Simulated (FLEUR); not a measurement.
# Fixed-spin-moment curve of MnPt with FLEUR, part 2 of 2

How stiff is the moment of MnPt, and are there other minima?

FLEUR MaX-R8.1; LDA (VWN); all-electron FLAPW, Dirac cores, scalar-relativistic bands.

So far, magnetization (μB): step 2 (unconstrained state) 4.09; step 4 (with continued, fixed moment 4.146 μB a cell) 4.15.

**5. Moment fixed at 3.455 μB**

inp.xml reads:

```
<?xml version="1.0" encoding="UTF-8" standalone="no"?>
<fleurInput fleurInputVersion="0.39">
   <comment>
      MnPt
   </comment>
   <calculationSetup>
      <cutoffs Kmax="3.6" Gmax="10.8" GmaxXC="10.8" numbands="0"/>
      <scfLoop itmax="90" minDistance="0.00002" maxIterBroyd="15" imix="Anderson" alpha="0.05" precondParam="0.0" spinf="2.0" sdNocoIR="T"/>
      <coreElectrons ctail="T" frcor="F" kcrel="0" coretail_lmax="0"/>
      <xcFunctional name="vwn" relativisticCorrections="F"/>
      <magnetism jspins="2" fixed_moment="3.455"/>
      <soc l_soc="F" theta="0.0" phi="0.0" spav="F"/>
      <expertModes spex="0" secvar="F"/>
      <geometryOptimization l_f="F" forcealpha="1.0" forcemix="BFGS" epsdisp="0.00001" epsforce="0.00001"/>
      <ldaU l_linMix="F" mixParam="0.05" spinf="1.0"/>
   </calculationSetup>
   <cell>
      <bzIntegration valenceElectrons="31.0" mode="hist" fermiSmearingEnergy="0.00293995">
         <kPointListSelection listName="default-1"/>
         <xi:include xmlns:xi="http://www.w3.org/2001/XInclude" href="kpts.xml"> </xi:include>
      </bzIntegration>
      <xi:include xmlns:xi="http://www.w3.org/2001/XInclude" href="sym.xml"> </xi:include>
      <bulkLattice scale="1.0">
         <bravaisMatrix>
            <row-1>    5.3479249326179996     0.0000000000000000     0.0000000000000000</row-1>
            <row-2>    0.0000000000000000     5.3479249326179996     0.0000000000000000</row-2>
            <row-3>    0.0000000000000000     0.0000000000000000     6.9163976160359999</row-3>
         </bravaisMatrix>
      </bulkLattice>
   </cell>
   <atomSpecies>
      <species name="Manganese 3.500" element="Mn" atomicNumber="25">
         <mtSphere radius="2.5" gridPoints="827" logIncrement="0.015"/>
         <atomicCutoffs lmax="10" lnonsphr="8"/>
         <electronConfig flipSpins="F">
            <coreConfig>(1s1/2) (2s1/2) (2p1/2) (2p3/2)</coreConfig>
            <valenceConfig>(3s1/2) (3p1/2) (3p3/2) (4s1/2) (3d3/2) (3d5/2)</valenceConfig>
            <stateOccupation state="(3d3/2)" spinUp="1.25" spinDown="0.75"/>
            <stateOccupation state="(3d5/2)" spinUp="3.0" spinDown="0.0"/>
         </electronConfig>
         <energyParameters s="4" p="4" d="3" f="4"/>
         <lo type="SCLO" l="0" n="3" eDeriv="0"/>
         <lo type="SCLO" l="1" n="3" eDeriv="0"/>
      </species>
      <species name="Platinum (Pt)" element="Pt" atomicNumber="78">
         <mtSphere radius="2.5" gridPoints="827" logIncrement="0.016"/>
         <atomicCutoffs lmax="10" lnonsphr="8"/>
         <electronConfig flipSpins="F">
            <coreConfig>(1s1/2) (2s1/2) (2p1/2) (2p3/2) (3s1/2) (3p1/2) (3p3/2) (4s1/2) (3d3/2) (3d5/2) (4p1/2) (4p3/2) (5s1/2) (4d3/2) (4d5/2) (4f5/2) (4f7/2)</coreConfig>
            <valenceConfig>(5p1/2) (5p3/2) (6s1/2) (5d3/2) (5d5/2)</valenceConfig>
            <stateOccupation state="(6s1/2)" spinUp="0.500000" spinDown="0.500000"/>
            <stateOccupation state="(5d3/2)" spinUp="1.800000" spinDown="1.800000"/>
            <stateOccupation state="(5d5/2)" spinUp="2.700000" spinDown="2.700000"/>
         </electronConfig>
         <energyParameters s="6" p="6" d="5" f="5"/>
         <lo type="SCLO" l="1" n="5" eDeriv="0"/>
      </species>
   </atomSpecies>
   <atomGroups>
      <atomGroup species="Manganese 3.500">
         <relPos label="                   1">.0000000000 .0000000000 .0000000000</relPos>
         <force calculate="T" relaxXYZ="TTT"/>
      </atomGroup>
      <atomGroup species="Platinum (Pt)">
         <relPos label="                   2">1.000/2.000 1.000/2.000 1.000/2.000</relPos>
         <force calculate="T" relaxXYZ="TTT"/>
      </atomGroup>
   </atomGroups>
   <output dos="F" band="F" slice="F">
      <bandDOS minEnergy="-.5*Htr" maxEnergy="0.5*Htr" sigma="0.015" storeEVData="T"/>
      <plotting iplot="0" polar="F">
         <plot TwoD="T" vec1="  1.0  0.0  0.0" vec2="  0.0  1.0  0.0" vec3="  0.0  0.0  1.0" zero="  0.0  0.0  0.0" file="plot"/>
      </plotting>
      <moessbauerParams electricFieldGradient="F" isomerShift="F" coreHyperfine="F" valenceHyperfine="F"/>
   </output>
</fleurInput>
```

Command:

```sh
$ OMP_NUM_THREADS=1 mpirun -n 4 fleur_MPI > fleur.log
```

Output:

```text
[banner, memory and clock lines left out]
Welcome to FLEUR        (www.flapw.de)
      MaX-Release 8.1          (www.max-centre.eu)

 ========== k-point set info ==========
 Selected k-point list: default-1
 k-point list type: mesh
 0 x 0 x 0
 Number of k points: 128

 [... set-up left out ...]
 Iteration:     1   Distance:       8.01469620 me/bohr^3
 Iteration:     2   Distance:       7.70238652 me/bohr^3
 Iteration:     3   Distance:       5.63104786 me/bohr^3
 Iteration:     4   Distance:       1.38517166 me/bohr^3
 Iteration:     5   Distance:       0.88444640 me/bohr^3
[...]
<sumOfEigenvalues value="   -11993.1327068289">
               <coreElectrons value="-11975.3557308664"/>
               <valenceElectrons value="-17.7769759624"/>
            </sumOfEigenvalues>
         [... left out ...]
            <freeEnergy value="-19593.0406055959"/>
            <extrapolationTo0K value="-19593.0394512800"/>
         </totalEnergy>
         <densityConvergence units="me/bohr^3">
            <chargeDensity spin="1" distance="0.0000070872"/>
            <chargeDensity spin="2" distance="0.0000056394"/>
            <overallChargeDensity distance="0.0000070890"/>
            <spinDensity distance="0.0000106681"/>
         </densityConvergence>
      </iteration>
```

Elapsed: 26 s, on 4 MPI ranks of Intel Xeon 6975P-C (Granite Rapids), shared host; peak memory 0.25 GiB; 1.7 min of CPU time.

Numbers from this step:

```
magnetization : 3.455 μB
```

Its energy lies +59.0 meV a cell from the free run's.

**6. Moment fixed at 4.837 μB**

Edit inp.xml of step 5 so:

```diff
@@ -10,3 +10,3 @@
       <xcFunctional name="vwn" relativisticCorrections="F"/>
-      <magnetism jspins="2" fixed_moment="3.455"/>
+      <magnetism jspins="2" fixed_moment="4.837"/>
       <soc l_soc="F" theta="0.0" phi="0.0" spav="F"/>
```

Output:

```text
[banner, memory and clock lines left out]
Welcome to FLEUR        (www.flapw.de)
      MaX-Release 8.1          (www.max-centre.eu)

 ========== k-point set info ==========
 Selected k-point list: default-1
 k-point list type: mesh
 0 x 0 x 0
 Number of k points: 128

 [... set-up left out ...]
 Iteration:     1   Distance:       7.71389091 me/bohr^3
 Iteration:     2   Distance:       7.31008034 me/bohr^3
 Iteration:     3   Distance:       1.84888815 me/bohr^3
 Iteration:     4   Distance:       1.02026008 me/bohr^3
 Iteration:     5   Distance:       0.58426182 me/bohr^3
[...]
<sumOfEigenvalues value="   -11991.9359575990">
               <coreElectrons value="-11974.3205076350"/>
               <valenceElectrons value="-17.6154499640"/>
            </sumOfEigenvalues>
         [... left out ...]
            <freeEnergy value="-19593.0336154760"/>
            <extrapolationTo0K value="-19593.0332882292"/>
         </totalEnergy>
         <densityConvergence units="me/bohr^3">
            <chargeDensity spin="1" distance="0.0000051235"/>
            <chargeDensity spin="2" distance="0.0000052446"/>
            <overallChargeDensity distance="0.0000091308"/>
            <spinDensity distance="0.0000049134"/>
         </densityConvergence>
      </iteration>
```

Run time: 23 s. Hardware: 4 MPI ranks; peak memory 0.25 GiB; 92 s of CPU time.

Numbers from this step:

| Item | Value |
| --- | --- |
| magnetization | 4.837 μB |

Its energy lies +249.3 meV a cell from the free run's.

**7. All moments**

The other moments were run in the same way.

Energy over the lowest against total spin moment:

```
total spin moment (μB a cell)  energy over the lowest (meV a cell)
                         0.00                                  634
                         0.69                                  581
                         1.38                                  457
                         2.07                                  320
                         2.76                                  187
                         3.46                                 59.0
                         4.09                                    0
                         4.15                                 1.14
                         4.84                                  249
                         5.53                                 1044
```

The moment, largest sphere moment by total spin moment:

```
total spin moment (μB a cell)  moment, largest sphere moment (μB)
                         0.00                                   0
                         0.69                               0.771
                         1.38                                1.44
                         2.07                                2.05
                         2.76                                2.66
                         3.46                                3.23
                         4.09                                3.68
                         4.15                                3.71
                         4.84                                4.09
                         5.53                                4.34
```

**8. Summary of results**

```json
{
 "moment of the free run": "4.09 μB a cell",
 "moment of the lowest point": "4.09 μB a cell",
 "energy of the spinless run": "634 meV a cell over the lowest"
}
```

**Reading.** The lowest point lies 634 meV a cell under the spinless run, in free energy at a smearing of 0.08 eV. The point at zero is the spinless run. Opposed orders, which also have no total moment, were not run.

[Logs and program files are shortened in this print: banners, set-up blocks, solver, clock and traceback lines can be left out without a mark of their own.]

[Logs are printed without paths, hosts, clocks, repeated set-up lines and the standing remarks that a program may print on its own settings, such as how far it seeks lower states.]

[Hosts, paths, dates, database ids (printed as entryN), source tags and the programs' standing remarks are cut or masked in the printed files.]

[Where a cell is said to come from a database of computed structures, the database is the Materials Project.]
